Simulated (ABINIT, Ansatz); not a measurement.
**Rb2NaYF6 (Fm-3m): one start, several treatments of the self-energy**

Wanted: the gap of Rb2NaYF6 (Fm-3m) under several approximations, with cost.

Main program and level: ABINIT 10.8.3; PBEsol and many-body steps on it, plane waves.

**1. Starting point**

It takes space group Fm-3m (No. 225, cubic). The conventional cell has a = 8.895 Å, b = 8.895 Å, c = 8.895 Å, α = 90.00°, β = 90.00°, γ = 90.00°. Nearest to Rb lie 12 F at 3.15 Å. Nearest to Na lie 6 F at 2.28 Å. Nearest to Y lie 6 F at 2.17 Å. F has 1 Y at 2.17 Å and 1 Na at 2.28 Å and 4 Rb at 3.15 Å nearest. Farther neighbours and most contacts between anions are not listed.

Coordinates:

```cif
data_structure
_symmetry_space_group_name_H-M 'P 1'
_symmetry_Int_Tables_number 1
_cell_length_a 6.2897
_cell_length_b 6.2897
_cell_length_c 6.2897
_cell_angle_alpha 60.000
_cell_angle_beta 60.000
_cell_angle_gamma 60.000
_cell_volume 175.95
loop_
_atom_site_label
_atom_site_type_symbol
_atom_site_fract_x
_atom_site_fract_y
_atom_site_fract_z
_atom_site_occupancy
Rb1 Rb 0.25000 0.25000 0.25000 1
Rb2 Rb 0.75000 0.75000 0.75000 1
Na3 Na 0.50000 0.50000 0.50000 1
Y4 Y 0.00000 0.00000 0.00000 1
F5 F 0.75600 0.24400 0.24400 1
F6 F 0.24400 0.75600 0.24400 1
F7 F 0.24400 0.75600 0.75600 1
F8 F 0.75600 0.24400 0.75600 1
F9 F 0.24400 0.24400 0.75600 1
F10 F 0.75600 0.75600 0.24400 1
```

The cell and positions come from the Crystallography Open Database and are kept as given unless a step says otherwise.

**2. Empty states on the mesh, 2×2×2 mesh, 440 bands**

This step: ABINIT 10.8.3; DFT, PBEsol, plane waves, norm-conserving pseudopotentials.

The sums over transitions need many empty states on a uniform mesh; this step solves for them.

Input file run.abi:

```
acell 3*1.0 Angstrom
rprim 
  -0.000000000000 4.447500000000 4.447500000000
  4.447500000000 -0.000000000000 4.447500000000
  4.447500000000 4.447500000000 -0.000000000000
ntypat 4
znucl 37 11 39 9
natom 10
typat 1 1 2 3 4 4 4 4 4 4
xred 
  0.250000000000 0.250000000000 0.250000000000
  0.750000000000 0.750000000000 0.750000000000
  0.500000000000 0.500000000000 0.500000000000
  0.000000000000 -0.000000000000 -0.000000000000
  0.756000000000 0.244000000000 0.244000000000
  0.244000000000 0.756000000000 0.244000000000
  0.244000000000 0.756000000000 0.756000000000
  0.756000000000 0.244000000000 0.756000000000
  0.244000000000 0.244000000000 0.756000000000
  0.756000000000 0.756000000000 0.244000000000
pp_dirpath "pseudos"
pseudos "Rb.upf, Na.upf, Y.upf, F.upf"
ecut 38
ngkpt 2 2 2
nshiftk 1
shiftk 0 0 0
kptopt 1
chksymbreak 0
iscf -2
irdden 1
istwfk *1
nband 440
nbdbuf 40
tolwfr 1e-09
nstep 60
prtvol 0
indata_prefix "in"
outdata_prefix "out"
tmpdata_prefix "tmp"
```

The run is started by

```bash
OMP_NUM_THREADS=2 mpirun -n 3 abinit run.abi > log
```

Numbers of over 12 decimals in the logs are rounded to 6 here.

The program printed:

```text
.Version 10.8.3 of ABINIT. v10.8.2 released Aug 2026.

 Symmetries : space group Fm -3 m (#225); Bravais cF (face-center cubic)
[... echo of the input left out ...]
== DATASET  1 ==================================================================
-   mpi_nproc: 3, omp_nthreads: 2 (-1 if OMP is not activated)

--- !DatasetInfo
iteration_state: {dtset: 1, }
dimensions: {natom: 10, nkpt: 3, mband: 440, nsppol: 1, nspinor: 1, nspden: 1, mpw: 13323, }
cutoff_energies: {ecut:  38.0, pawecutdg:  -1.0, }
[...]
3.45007    3.53644    3.53664    3.53708    3.55105    3.55604    3.55649    3.55682
   3.55741    3.55846    3.56091    3.56169    3.56223    3.56383    3.56552    3.58759
 prteigrs : prtvol=0 or 1, do not print more k-points.

== END DATASET(S) ==============================================================
================================================================================

 -outvars: echo values of variables after computation  --------
            nband         440
             nkpt           3
          spgroup         225
 [... the other variables as echoed above ...]

 Calculation completed.
```

It took 8.7 min on 3 MPI ranks of Intel Xeon Platinum 8259CL at 2.50GHz (Skylake/Cascade Lake), shared host; peak memory 0.7 GiB.

Numbers from this step:

```yaml
gap: 6.522 eV
k_of_the_valence_top: 0, 0, 0
k_of_the_conduction_bottom: 0, 0, 0
least_direct_gap: 6.522 eV
k_points_computed: 3
lowest_point_of_the_top_converged_band_above_the_valence_top: 89.6906 eV
```

On this mesh the gap is 6.522 eV.

The density comes from a self-consistent run that is not shown.

**3. Screening, 2×2×2 mesh, 187 bands, screening to 141.5 eV**

The RPA dielectric matrix is built and inverted for each q.

This step: RPA screening on PBEsol, plane waves, norm-conserving pseudopotentials.

run.abi: that of step 2 with these lines changed.

```diff
@@ -28,10 +28,11 @@
 chksymbreak 0
-iscf -2
-irdden 1
 istwfk *1
-nband 440
-nbdbuf 40
-tolwfr 1e-09
-nstep 60
-prtvol 0
+occopt 1
+irdwfk 1
+optdriver 3
+nband 187
+ecuteps 5.2
+inclvkb 2
+awtr 1
+symchi 1
 indata_prefix "in"
```

The run is started by

```bash
OMP_NUM_THREADS=1 mpirun -n 8 abinit run.abi > log
```

The program printed:

```text
.Version 10.8.3 of ABINIT. v10.8.2 released Aug 2026.

 Symmetries : space group Fm -3 m (#225); Bravais cF (face-center cubic)
[... echo of the input left out ...]
== DATASET  1 ==================================================================
-   mpi_nproc: 8, omp_nthreads: 1 (-1 if OMP is not activated)

--- !DatasetInfo
iteration_state: {dtset: 1, }
dimensions: {natom: 10, nkpt: 3, mband: 187, nsppol: 1, nspinor: 1, nspden: 1, mpw: 13323, }
cutoff_energies: {ecut:  38.0, pawecutdg:  -1.0, }
electrons: {nelect:   8.00000000E+01, charge:   0.00000000E+00, occopt:   1.00000000E+00, tsmear:   1.00000000E-02, }

 SCREENING: Calculation of the susceptibility and dielectric matrices

 Based on a program developped by R.W. Godby, V. Olevano, G. Onida, and L. Reining.
 Incorporated in ABINIT by V. Olevano, G.-M. Rignanese, and M. Torrent.
.Using double precision arithmetic ; gwpc =  8

[... cell and pseudopotentials left out ...]
--------------------------------------------------------------------------------

 ==== K-mesh for the wavefunctions ====
 Number of points in the irreducible wedge :     3
[... list of points left out ...]
 Together with 48 symmetry operations and time-reversal symmetry
 yields     8 points in the full Brillouin Zone.

 ==== Q-mesh for the screening function ====
 Number of points in the irreducible wedge :     3
[... list of points left out ...]
 Together with 48 symmetry operations and time-reversal symmetry
 yields     8 points in the full Brillouin Zone.

 setmesh: FFT mesh size selected  =    45x   45x   45
          total number of points  =        91125

 vcoul_init : cutoff-mode = AUXILIARY_FUNCTION
 q-points for optical limit:   1
     1)      0.000010    0.000020    0.000030

- screening: taking advantage of time-reversal symmetry
- Maximum band index for partially occupied states nbvw = 40
- Remaining bands to be divided among processors   nbcw = 147
- Number of bands treated by each node ~18

 Number of electrons calculated from density =   80.0000; Expected =   80.0000
 average of density, n =  0.067378
 r_s =    1.5245
 omega_plasma =   25.0388 [eV]

 calculating chi0 at frequencies [eV] :
  1    0.000000E+00    0.000000E+00
  2    0.000000E+00    2.503879E+01

--------------------------------------------------------------------------------
  q-point number  1        q = ( 0.000000, 0.000000, 0.000000) [r.l.u.]
--------------------------------------------------------------------------------
[... chi0 elements left out ...]
 For q-point:  0.000010 0.000020 0.000030
  dielectric constant =   2.0455
  dielectric constant without local fields =   2.2619

  Average fulfillment of the sum rule on Im[epsilon] for q-point    1 :     48.73  [%]
[... wings left out ...]
  q-point number  2        q = ( 0.500000, 0.000000, 0.000000) [r.l.u.]
--------------------------------------------------------------------------------
[... chi0 elements left out ...]
  Average fulfillment of the sum rule on Im[epsilon] for q-point    2 :     53.45  [%]

 [... 1 further q-points ...]
```

It took 84 s on 8 MPI ranks; peak memory 4.5 GiB; 11 min of CPU time.

This step gave:

```
ε∞ with local fields, on this mesh, along the program's q direction : 2.046
the same without local fields                                       : 2.262
plasma frequency                                                    : 25.04 eV
plane waves in the screening matrix                                 : 645
```

Local fields lower ε∞ by 10 %. On a Γ-centred mesh this coarse the value itself is usually too large, while a short band sum pulls it down.

**4. G0W0, Godby-Needs plasmon pole**

The self-energy is evaluated for the states that the input lists, and the levels follow from it, in one-shot runs by the linearised quasiparticle equation.

This step: G0W0 on PBEsol, plane waves, norm-conserving pseudopotentials.

run.abi: that of step 3 with these lines changed.

```diff
@@ -31,8 +31,15 @@
 irdwfk 1
-optdriver 3
+optdriver 4
 nband 187
+gwcalctyp 0
+ecutsigx 38
+symsigma 1
+nkptgw 1
+kptgw 
+  0.0000000000 0.0000000000 0.0000000000
+bdgw 
+  38 44
 ecuteps 5.2
-inclvkb 2
-awtr 1
-symchi 1
+irdscr 1
+ppmodel 1
 indata_prefix "in"
```

The program printed:

```text
.Version 10.8.3 of ABINIT. v10.8.2 released Aug 2026.

 Symmetries : space group Fm -3 m (#225); Bravais cF (face-center cubic)
[... echo of the input left out ...]
== DATASET  1 ==================================================================
-   mpi_nproc: 8, omp_nthreads: 1 (-1 if OMP is not activated)

--- !DatasetInfo
iteration_state: {dtset: 1, }
dimensions: {natom: 10, nkpt: 3, mband: 187, nsppol: 1, nspinor: 1, nspden: 1, mpw: 13323, }
cutoff_energies: {ecut:  38.0, pawecutdg:  -1.0, }
electrons: {nelect:   8.00000000E+01, charge:   0.00000000E+00, occopt:   1.00000000E+00, tsmear:   1.00000000E-02, }

 SIGMA: Calculation of the GW corrections

 Based on a program developped by R.W. Godby, V. Olevano, G. Onida, and L. Reining.
 Incorporated in ABINIT by V. Olevano, G.-M. Rignanese, and M. Torrent.
.Using double precision arithmetic ; gwpc =  8

[... cell and pseudopotentials left out ...]
--------------------------------------------------------------------------------

 ==== K-mesh for the wavefunctions ====
 Number of points in the irreducible wedge :     3
[... list of points left out ...]
 Together with 48 symmetry operations and time-reversal symmetry
 yields     8 points in the full Brillouin Zone.

 ==== Q-mesh for screening function ====
 Number of points in the irreducible wedge :     3
[... list of points left out ...]
 Together with 48 symmetry operations and time-reversal symmetry
 yields     8 points in the full Brillouin Zone.

 vcoul_init : cutoff-mode = AUXILIARY_FUNCTION
 q-points for optical limit:   1
     1)      0.000010    0.000020    0.000030
 setmesh: FFT mesh size selected  =    72x   72x   72
          total number of points  =       373248

 Number of electrons calculated from density =   80.0000; Expected =   80.0000
 average of density, n =  0.067378
 r_s =    1.5245
 omega_plasma =   25.0388 [eV]

 === KS Band Gaps ===
  >>>> For spin  1
   Minimum direct gap =   6.5218 [eV], located at k-point      :   0.0000  0.0000  0.0000
   Fundamental gap    =   6.5218 [eV], Top of valence bands at :   0.0000  0.0000  0.0000
                                       Bottom of conduction at :   0.0000  0.0000  0.0000
 SIGMA fundamental parameters:
 PLASMON POLE MODEL  1
 number of plane-waves for SigmaX                13323
 number of plane-waves for SigmaC and W            645
 number of plane-waves for wavefunctions         13323
 number of bands                                   187
 number of independent spin polarizations            1
 number of spinorial components                      1
 number of k-points in IBZ                           3
 number of q-points in IBZ                           3
 number of symmetry operations                      48
 number of k-points in BZ                            8
 number of q-points in BZ                            8
 number of frequencies for dSigma/dE                 9
 frequency step for dSigma/dE [eV]                0.25
 number of omega for Sigma on real axis              0
 max omega for Sigma on real axis  [eV]           0.00
 zcut for avoiding poles [eV]                     0.10

 EPSILON^-1 parameters (SCR file):
 dimension of the eps^-1 matrix on file            645
 dimension of the eps^-1 matrix used               645
 number of plane-waves for wavefunctions         13323
 number of bands                                   187
 number of q-points in IBZ                           3
 number of frequencies                               2
 number of real frequencies                          1
 number of imag frequencies                          1

 matrix elements of self-energy operator (all in [eV])

 Perturbative Calculation

--- !SelfEnergy_ee
iteration_state: {dtset: 1, }
kpoint     : [   0.000,    0.000,    0.000, ]
spin       : 1
KS_gap     :    6.522
QP_gap     :    9.851
Delta_QP_KS:    3.329
data: !SigmaeeData |
     Band     E0 <VxcDFT>   SigX SigC(E0)      Z dSigC/dE  Sig(E)    E-E0       E
       38  -1.244 -22.129 -29.447   5.129   0.806  -0.241 -23.893  -1.764  -3.008
       39  -1.244 -22.129 -29.447   5.129   0.806  -0.241 -23.893  -1.764  -3.008
       40  -1.244 -22.129 -29.447   5.129   0.806  -0.241 -23.893  -1.764  -3.008
       41   5.278  -8.623  -4.270  -2.611   0.898  -0.114  -7.058   1.564   6.842
       42   7.080 -13.543  -7.561  -2.762   0.876  -0.142 -10.724   2.819   9.899
       43   7.080 -13.543  -7.561  -2.762   0.876  -0.142 -10.724   2.819   9.899
       44   7.080 -13.543  -7.561  -2.762   0.876  -0.142 -10.724   2.819   9.899

== END DATASET(S) ==============================================================
================================================================================

 -outvars: echo values of variables after computation  --------
           etotal      0.0000000000E+00
            nband         187
             nkpt           3
          spgroup         225
 [... the other variables as echoed above ...]

 Calculation completed.
```

Elapsed: 24 s, on 8 MPI ranks; peak memory 4 GiB.

Numbers from this step:

```
G0W0 gap on the points computed              : 9.85 eV
starting gap on the mesh                     : 6.522 eV
k of the valence top                         : 0, 0, 0
k of the conduction bottom                   : 0, 0, 0
Z at the valence top                         : 0.806
Z at the conduction bottom                   : 0.898
least direct G0W0 gap on the computed points : 9.85 eV
```

The gap on the mesh goes from 6.52 eV to 9.85 eV, a correction of +3.33 eV.

**5. G0W0, von der Linden-Horsch plasmon pole**

run.abi: that of step 4 with these lines changed.

```diff
@@ -43,3 +43,3 @@
 irdscr 1
-ppmodel 1
+ppmodel 3
 indata_prefix "in"
```

The program printed:

```text
.Version 10.8.3 of ABINIT. v10.8.2 released Aug 2026.

 Symmetries : space group Fm -3 m (#225); Bravais cF (face-center cubic)
[... echo of the input left out ...]
== DATASET  1 ==================================================================
-   mpi_nproc: 8, omp_nthreads: 1 (-1 if OMP is not activated)

--- !DatasetInfo
iteration_state: {dtset: 1, }
dimensions: {natom: 10, nkpt: 3, mband: 187, nsppol: 1, nspinor: 1, nspden: 1, mpw: 13323, }
cutoff_energies: {ecut:  38.0, pawecutdg:  -1.0, }
electrons: {nelect:   8.00000000E+01, charge:   0.00000000E+00, occopt:   1.00000000E+00, tsmear:   1.00000000E-02, }

 SIGMA: Calculation of the GW corrections

 Based on a program developped by R.W. Godby, V. Olevano, G. Onida, and L. Reining.
 Incorporated in ABINIT by V. Olevano, G.-M. Rignanese, and M. Torrent.
.Using double precision arithmetic ; gwpc =  8

[... cell and pseudopotentials left out ...]
--------------------------------------------------------------------------------

 ==== K-mesh for the wavefunctions ====
 Number of points in the irreducible wedge :     3
[... list of points left out ...]
 Together with 48 symmetry operations and time-reversal symmetry
 yields     8 points in the full Brillouin Zone.

 ==== Q-mesh for screening function ====
 Number of points in the irreducible wedge :     3
[... list of points left out ...]
 Together with 48 symmetry operations and time-reversal symmetry
 yields     8 points in the full Brillouin Zone.

 vcoul_init : cutoff-mode = AUXILIARY_FUNCTION
 q-points for optical limit:   1
     1)      0.000010    0.000020    0.000030
 setmesh: FFT mesh size selected  =    72x   72x   72
          total number of points  =       373248

 Number of electrons calculated from density =   80.0000; Expected =   80.0000
[...]
number of q-points in BZ                            8
 number of frequencies for dSigma/dE                 9
 frequency step for dSigma/dE [eV]                0.25
 number of omega for Sigma on real axis              0
 max omega for Sigma on real axis  [eV]           0.00
 zcut for avoiding poles [eV]                     0.10

 EPSILON^-1 parameters (SCR file):
 dimension of the eps^-1 matrix on file            645
 dimension of the eps^-1 matrix used               645
 number of plane-waves for wavefunctions         13323
 number of bands                                   187
 number of q-points in IBZ                           3
 number of frequencies                               2
 number of real frequencies                          1
 number of imag frequencies                          1

 matrix elements of self-energy operator (all in [eV])

 Perturbative Calculation

--- !SelfEnergy_ee
iteration_state: {dtset: 1, }
kpoint     : [   0.000,    0.000,    0.000, ]
spin       : 1
KS_gap     :    6.522
QP_gap     :   10.020
Delta_QP_KS:    3.498
data: !SigmaeeData |
     Band     E0 <VxcDFT>   SigX SigC(E0)      Z dSigC/dE  Sig(E)    E-E0       E
       38  -1.244 -22.129 -29.447   5.020   0.894  -0.119 -24.182  -2.054  -3.297
       39  -1.244 -22.129 -29.447   5.020   0.894  -0.119 -24.182  -2.054  -3.297
       40  -1.244 -22.129 -29.447   5.020   0.894  -0.119 -24.182  -2.054  -3.297
       41   5.278  -8.623  -4.270  -2.817   0.940  -0.063  -7.178   1.445   6.723
       42   7.080 -13.543  -7.561  -2.865   0.924  -0.083 -10.665   2.878   9.958
       43   7.080 -13.543  -7.561  -2.865   0.924  -0.083 -10.665   2.878   9.958
       44   7.080 -13.543  -7.561  -2.865   0.924  -0.083 -10.665   2.878   9.958

== END DATASET(S) ==============================================================
================================================================================

 -outvars: echo values of variables after computation  --------
           etotal      0.0000000000E+00
            nband         187
             nkpt           3
          spgroup         225
 [... the other variables as echoed above ...]

 Calculation completed.
```

Run time: 29 s. Hardware: 8 MPI ranks; peak memory 3.1 GiB.

Numbers from this step:

```
G0W0 gap on the points computed              : 10.02 eV
starting gap on the mesh                     : 6.522 eV
k of the valence top                         : 0, 0, 0
k of the conduction bottom                   : 0, 0, 0
Z at the valence top                         : 0.894
Z at the conduction bottom                   : 0.94
least direct G0W0 gap on the computed points : 10.02 eV
```

Against G0W0 in ABINIT (2×2×2 mesh, 187 bands, screening to 141.5 eV, Godby-Needs plasmon pole), the gap moves by +0.170 eV.

**6. G0W0, Engel-Farid plasmon pole**

run.abi: that of step 5 with these lines changed.

```diff
@@ -43,3 +43,3 @@
 irdscr 1
-ppmodel 3
+ppmodel 4
 indata_prefix "in"
```

The program printed:

```text
.Version 10.8.3 of ABINIT. v10.8.2 released Aug 2026.

 Symmetries : space group Fm -3 m (#225); Bravais cF (face-center cubic)
[... echo of the input left out ...]
== DATASET  1 ==================================================================
-   mpi_nproc: 8, omp_nthreads: 1 (-1 if OMP is not activated)

--- !DatasetInfo
iteration_state: {dtset: 1, }
dimensions: {natom: 10, nkpt: 3, mband: 187, nsppol: 1, nspinor: 1, nspden: 1, mpw: 13323, }
cutoff_energies: {ecut:  38.0, pawecutdg:  -1.0, }
[...]
42   7.080 -13.543  -7.561  -2.785   0.887  -0.128 -10.709   2.834   9.914
       43   7.080 -13.543  -7.561  -2.785   0.887  -0.128 -10.709   2.834   9.914
       44   7.080 -13.543  -7.561  -2.785   0.887  -0.128 -10.709   2.834   9.914

== END DATASET(S) ==============================================================
================================================================================

 -outvars: echo values of variables after computation  --------
           etotal      0.0000000000E+00
            nband         187
             nkpt           3
          spgroup         225
 [... the other variables as echoed above ...]

 Calculation completed.
```

Elapsed: 24 s, on 8 MPI ranks; peak memory 3.8 GiB; 3.2 min of CPU time.

Numbers from this step:

```yaml
g0w0_gap_on_the_points_computed: 9.84 eV
starting_gap_on_the_mesh: 6.522 eV
k_of_the_valence_top: 0, 0, 0
k_of_the_conduction_bottom: 0, 0, 0
least_direct_g0w0_gap_on_the_computed_points: 9.84 eV
```

Against G0W0 in ABINIT (2×2×2 mesh, 187 bands, screening to 141.5 eV, Godby-Needs plasmon pole), the gap moves by −0.010 eV.

(Continued in part 2 of 2.)

[Paths, hosts, dates, memory and timing lines, banners, echoed tables and standing remarks are left out of the program output.]

[Logs are printed without paths, hosts, clocks, repeated set-up lines and the standing remarks that a program may print on its own settings, such as how far it seeks lower states.]

[Runs of the session that timed out or met a known fault of the program may be left out.]

[Hosts, paths, dates, database ids (printed as entryN), source tags and the programs' standing remarks are cut or masked in the printed files.]

[G0W0 gaps are taken among the corrected bands and points alone; a level outside them can change the order at an edge.]

[Where Ansatz stands beside ABINIT at settings called matched, ABINIT's density can come from a denser mesh and the files from another edition; pairs whose starting gaps differed by over 0.03 eV were left out, so agreement reads better than it is.]
